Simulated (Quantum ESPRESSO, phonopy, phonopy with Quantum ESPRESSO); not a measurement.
## NaF (Fm-3m): a volume series of phonon spectra

Which modes of NaF drive its thermal expansion?

What experiment has found for this phase:
- volume expansion coefficient 95.1 1e-6/K and heat capacity C_P per formula unit 46.9 J/mol/K near room temperature (given in “High-Throughput Prediction of Finite-Temperature Properties using the Quasi-Harmonic Approximation”, 2016, arXiv:1603.06924)
- volume expansion coefficient 102.6 1e-6/K near room temperature (given in “Descriptors for thermal expansion in solids”, 2017, arXiv:1701.03966)

Method: DFT PBEsol, scalar-relativistic, plane waves, GBRV ultrasoft pseudopotentials, in Quantum ESPRESSO 7.5.

## (1) Starting point

Symmetry: Fm-3m, No. 225, cubic system. The conventional cell has a = 4.640 Å, b = 4.640 Å, c = 4.640 Å, α = 90.00°, β = 90.00°, γ = 90.00°. Nearest to Na lie 6 F at 2.32 Å. Nearest to F lie 6 Na at 2.32 Å. Farther neighbours and most contacts between anions are not listed.

## (2) Probe on a coarse mesh

Before spending time, one coarse run tells the gap and the pressure of the starting cell.

probe.in reads:

```
&CONTROL
  calculation = 'scf'
  prefix      = 'x'
  outdir      = './tmp'
  pseudo_dir  = './pseudo'
  tprnfor     = .true.
  tstress     = .true.
  verbosity   = 'high'
/
&SYSTEM
  ibrav       = 0
  nat         = 2
  ntyp        = 2
  ecutwfc     = 45.0
  ecutrho     = 270.0
  occupations = 'smearing'
  smearing    = 'gaussian'
  degauss     = 0.01
/
&ELECTRONS
  conv_thr         = 1.0d-07
  mixing_beta      = 0.7
  electron_maxstep = 100
/
ATOMIC_SPECIES
 Na     22.9898  Na.upf
 F      18.9984  F.upf
CELL_PARAMETERS angstrom
     0.000000000    2.320000000    2.320000000
     2.320000000    0.000000000    2.320000000
     2.320000000    2.320000000    0.000000000
ATOMIC_POSITIONS crystal
 Na     0.000000000   0.000000000   0.000000000
 F      0.500000000   0.500000000   0.500000000
K_POINTS automatic
 6 6 6 0 0 0
```

Launch:

```
$ OMP_NUM_THREADS=1 mpirun -n 4 pw.x -nk 4 -in probe.in > probe.out
```

The runs that follow: finding the static equilibrium; self-consistent run; zone-centre response; forces on a displaced cell; phonons, V/V0 1; self-consistent run, V/V0 1.015; born charges and dielectric tensor; A displaced supercell; lattice dynamics at this volume, V/V0 1.015; ground state at this cell, V/V0 0.985; phonons, V/V0 0.985; self-consistent run, V/V0 1.03; lattice dynamics at this volume, V/V0 1.03; ground state at this cell, V/V0 0.97; phonons, V/V0 0.97; self-consistent run, V/V0 1.05; lattice dynamics at this volume, V/V0 1.05; mode Grüneisen parameters; free-energy fit. Settings of the main run: cutoff 45 Ry, 6×6×6 k-mesh, fixed occupations, 2×2×2 supercell, supercell k mesh 3×3×3, displacement 0.02 Å.

**Question.** What will these runs give for the mean mode Grüneisen parameter at 300 K?

In the optical mode the centre of mass rests, so F takes the share M(Na)/(M(F) + M(Na)) = 55 % of the kinetic energy. The q-mesh is coarse, and the expansion can converge slowly with it. The table stops at 275 K because beyond it the fitted volume comes within 1 % of the largest computed cell, where the fit loses its support.

| Property | Result |
| --- | --- |
| mean mode Grüneisen parameter at 300 K | 1.56 |

The heat-capacity-weighted Grüneisen parameter goes from 1.23 at 50 K to 1.56 at 800 K; 2 % of the modes stiffen on expansion. Weighting γ by the density of states and each mode's heat capacity at 300 K, modes below 130 cm⁻¹ give about 5 % of the sum of γC that drives the expansion, those up to 270 cm⁻¹ 83 % and the rest 13 %. Among the labelled points γ is largest for branch 4 at X (257 cm⁻¹, 2.5) and most negative for branch 1 at X (140 cm⁻¹, -0.09). The supercell is small: only its own wavevectors are exact, and branches between them are interpolated and can be misplaced.

[Logs are printed without paths, hosts, clocks, repeated set-up lines and the standing remarks that a program may print on its own settings, such as how far it seeks lower states.]

[Hosts, paths, dates, database ids (printed as entryN), source tags and the programs' standing remarks are cut or masked in the printed files.]

[A step with changed settings may run another functional than the one named; its input shows which.]

[Of the runs on displaced cells, only some may be shown.]
